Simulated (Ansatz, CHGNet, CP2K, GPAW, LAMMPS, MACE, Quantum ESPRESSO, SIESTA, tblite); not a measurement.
**Forces in amorphous carbon (100 atoms), program by program**

Aim: forces, pressure of amorphous carbon (100 atoms) at one geometry, from other programs and methods, against plane-wave PBE.

Results are calculated, not measured.

## 1. The structure

The cell holds 100 atoms (100 C), with edges of 10.47, 10.47 and 10.47 Å. Recipe: 100 atoms (100 C) placed at random at 1.74 g/cm³, melted at 5500 K for 10 ps at fixed volume with the LCBOP (Los and Fasolino, Phys. Rev. B 68, 024107 (2003)). Quenched from 5500 K to 300 K at 100 K/ps and fixed volume, held 5 ps. The density is 1.74 g/cm³.

## 2. The reference input

Quantum ESPRESSO 7.5: Kohn-Sham DFT, PBE, SSSP efficiency 1.3.0 pseudopotentials, plane waves. Its input, pw.in:

```
&control
  calculation = 'scf'
  pseudo_dir = './pseudo'
  outdir = './tmp'
  disk_io = 'none'
  tprnfor = .true.
  tstress = .true.
/
&system
  ibrav = 0
  nat = 100
  ntyp = 1
  ecutwfc = 45
  ecutrho = 360
  nosym = .true.
  occupations = 'smearing'
  smearing = 'fd'
  degauss = 0.003675
/
&electrons
  conv_thr = 5.0e-07
  electron_maxstep = 100
  mixing_beta = 0.2
  mixing_mode = 'local-TF'
  diagonalization = 'david'
/
ATOMIC_SPECIES
C 12.011 C.upf
CELL_PARAMETERS angstrom
10.46950 0.00000 0.00000
0.00000 10.46950 0.00000
0.00000 0.00000 10.46950
ATOMIC_POSITIONS crystal
C 0.46867 0.08807 0.66176
C 0.29458 0.56485 0.37092
C 0.26900 0.79303 0.20754
C 0.25985 0.93802 0.61120
[... 94 atom lines left out ...]
C 0.43704 0.74674 0.38123
C 0.27522 0.78170 0.06615
K_POINTS gamma
```

```console
$ OMP_NUM_THREADS=1 mpirun -np 2 pw.x -in pw.in > output.txt
```

Elapsed: 2.6 min, on 2 MPI ranks of Arm Neoverse V2, shared host; peak memory 2.8 GiB.

It converged with an r.m.s. force component of 1.4 eV/Å and a pressure of -14 GPa.

## 3. The other programs

- CHGNet: machine-learned potential, published weights.
- CP2K 2026.2: Gaussian basis with GTH pseudopotentials and a plane-wave density; labels give functional, basis (MOLOPT sets; SR short-range, UZH the newer set with its own potentials), grid cutoff/relative cutoff and solver (OT: orbital transformation; TRS4, TC2, SIGN: linear-scaling purification with its sparsity filter), or its built-in tight binding.
- GPAW 26.7.0: PAW with atomic orbitals (LCAO), plane waves or a real-space grid of spacing h.
- MACE: machine-learned potential, published weights.
- Quantum ESPRESSO 7.5: plane waves; labels (QE) give functional, pseudopotential set and cutoffs of waves/density.
- SIESTA 5.4.2: numerical atomic orbitals, whose automatically made sets are far from complete, with PseudoDojo norm-conserving potentials that we converted to its format (checked against plane waves on the same files for H, C, O, Si, Ge and Ca alone); labels give functional, basis size, energy shift and mesh cutoff.
- tblite 0.8.0: extended tight binding, driven from Python.

All use the same cell and atoms, and the electronic-structure runs the same k-mesh.

## 4. All runs compared

Differences are against the reference: forces as r.m.s. over components, share as that over the reference's r.m.s. force, slope as the fitted ratio of a run's forces to the reference's.

```
                                                                    run  Δ force, r.m.s. (meV/Å)  share (%)  slope  Δ pressure (GPa)  cores  CPU time  memory (GiB)
                                                              reference                        -          -      -                 -      2   5.2 min           2.8
                                                 CHGNet 0.3.0 potential                      879       61.6  0.529             0.763      1     3.7 s           1.8
          CP2K PBE, DZVP-MOLOPT-SR, 450/20 Ry, diagonalisation (coarse)                     47.3       3.32  1.012             0.719      4   3.6 min           2.8
                   CP2K PBE, DZVP-MOLOPT-SR, 450/50 Ry, diagonalisation                     38.3       2.68  1.010             0.406      4   5.2 min           2.8
                   CP2K PBE, DZVP-MOLOPT-SR, 630/50 Ry, diagonalisation                     38.3       2.68  1.010             0.406      4     7 min           4.0
           CP2K PBE, SZV-MOLOPT-SR, 450/50 Ry, diagonalisation (coarse)                      514       36.1  1.302              5.15      1     3 min           1.8
                      CP2K PBE, TZVP-MOLOPT, 450/50 Ry, diagonalisation                     22.4       1.57  1.000             0.391      4    68 min           3.4
  CP2K TPSS, PBE potentials, DZVP-MOLOPT-SR, 450/50 Ry, diagonalisation                     62.3       4.36  1.034             0.793      4    13 min           2.9
CP2K revPBE, PBE potentials, DZVP-MOLOPT-SR, 450/50 Ry, diagonalisation                     38.0       2.66  1.013              1.15      4   5.1 min           2.8
                                            GPAW PBE, LCAO dzp, h 0.2 Å                      162       11.3  1.018                 -      2   3.3 min           1.4
                              GPAW PBE, LCAO szp(dzp), h 0.2 Å (coarse)                      407       28.5  1.019                 -      1   2.1 min          0.89
                                         GPAW revPBE, LCAO dzp, h 0.2 Å                      187       13.1  1.022                 -      2   3.2 min           1.4
                                            MACE MP-0b2 small potential                      845       59.2  0.466              4.76      1     5.3 s          0.67
                                            MACE MPA-0 medium potential                      805       56.4  0.507              3.13      1       7 s           1.2
                      QE PBE, sssp-1.3.0-efficiency, 20/160 Ry (coarse)                      344       24.1  1.045             -28.4      2     2 min          0.89
                    SIESTA PBE, DZ, shift 0.01 Ry, mesh 300 Ry (coarse)                      275       19.2  1.078              5.90      1   1.7 min          0.74
                            SIESTA PBE, DZP, shift 0.01 Ry, mesh 300 Ry                      228       16.0  1.033              4.82      2   5.2 min           1.5
                            SIESTA PBE, DZP, shift 0.02 Ry, mesh 300 Ry                      187       13.1  1.033             0.942      2   3.3 min           1.2
                    SIESTA PBE, SZ, shift 0.01 Ry, mesh 300 Ry (coarse)                      889       62.3  1.120              23.9      1      78 s          0.61
                                                        tblite GFN1-xTB                      275       19.3  1.046             -5.88      1     2.1 s          0.11
                                                        tblite GFN2-xTB                      272       19.0  1.029             -8.24      1     7.2 s          0.12
```

Rows marked coarse were listed beforehand as settings not expected to be converged; some can still land near the reference.

Times of the machine-learned potentials are mostly Python's start and the loading of weights.

Runs without a result: CP2K SCC-DFTB, diagonalisation (not converged); CP2K GFN1-xTB, diagonalisation (not converged).

CPU time is summed over cores on shared hosts, so it is rough.

## 5. What came out

Forces lie from 1.6 % (CP2K PBE, TZVP-MOLOPT, 450/50 Ry, diagonalisation) to 62 % (SIESTA PBE, SZ, shift 0.01 Ry, mesh 300 Ry, coarse) of the reference's r.m.s. force of 1.4 eV/Å away from it. The PBE runs in local orbitals, coarse settings apart, differ by 1.6 % (CP2K PBE, TZVP-MOLOPT, 450/50 Ry, diagonalisation) to 16 % (SIESTA PBE, DZP, shift 0.01 Ry, mesh 300 Ry); basis, grid and potentials can all enter. Tight binding differs by 19 % in each run; it is another model, with fitted parameters of its own, and the xTB methods hold dispersion. Machine-learned potentials differ by 56 % (MACE MPA-0 medium potential) to 62 % (CHGNet 0.3.0 potential); they were trained on other programs' data. Among those trained on PBE data the slope goes as low as 0.47, with a correlation of 0.88, so directions differ as well as sizes.

Rows with another functional or a dispersion term differ by 2.7 % (CP2K revPBE, PBE potentials, DZVP-MOLOPT-SR, 450/50 Ry, diagonalisation) to 13 % (GPAW revPBE, LCAO dzp, h 0.2 Å), which mixes the change of model with differences of basis and potentials, some of them made for another functional. Runs with settings chosen to be coarse differ by 3.3 % (CP2K PBE, DZVP-MOLOPT-SR, 450/20 Ry, diagonalisation) to 62 % (SIESTA PBE, SZ, shift 0.01 Ry, mesh 300 Ry), their programs' other errors included. CP2K PBE, SZV-MOLOPT-SR, 450/50 Ry, diagonalisation stiffens the forces by a factor of 1.30 while following their directions (correlation 0.989); the slopes of the 7 CP2K runs lie between 1.00 and 1.30. From CP2K PBE, DZVP-MOLOPT-SR, 450/20 Ry, diagonalisation to the finer CP2K PBE, DZVP-MOLOPT-SR, 630/50 Ry, diagonalisation the share falls from 3.3 to 2.7 %. Pressures at PBE, coarse settings apart, lie +0.39 to +4.82 GPa from the reference's. A pressure off by over 25 GPa (QE PBE, sssp-1.3.0-efficiency, 20/160 Ry) is no usable stress for this cell.

**Limits.** Periodic xTB results under one method name differ between programs and library versions. The reference's pressure holds the uncorrected Pulay stress of its 45 Ry basis, so small pressure differences may be the reference's own error. Machine-learned potentials mimic data converged in k, so the reference's own k-point error enters their differences. The quench rate of 100 K/ps is many orders above laboratory rates, so the cell is likely richer in defects and strain than a real sample. The network of bonds at the start is that of the classical potential that made the cell, and needn't be the one that DFT or experiment would give. The reference's stress is far from hydrostatic: its diagonal is -16.3, -10.9, -13.6 GPa, compression counted positive. The electronic-structure runs sample only Γ, in a cell whose shortest periodic width is 10 Å, which is coarse for a cell with partly filled levels. Where levels are smeared, the DFT runs use Fermi–Dirac occupations at 580 K (0.05 eV), and energies are free energies. The reference's cutoffs and mesh weren't converged further here.

[Logs are printed without paths, hosts, clocks, repeated set-up lines and the standing remarks that a program may print on its own settings, such as how far it seeks lower states.]

[Hosts, paths, dates, database ids (printed as entryN), source tags and the programs' standing remarks are cut or masked in the printed files.]

[Cells were taken only where this reference lay near another plane-wave run.]
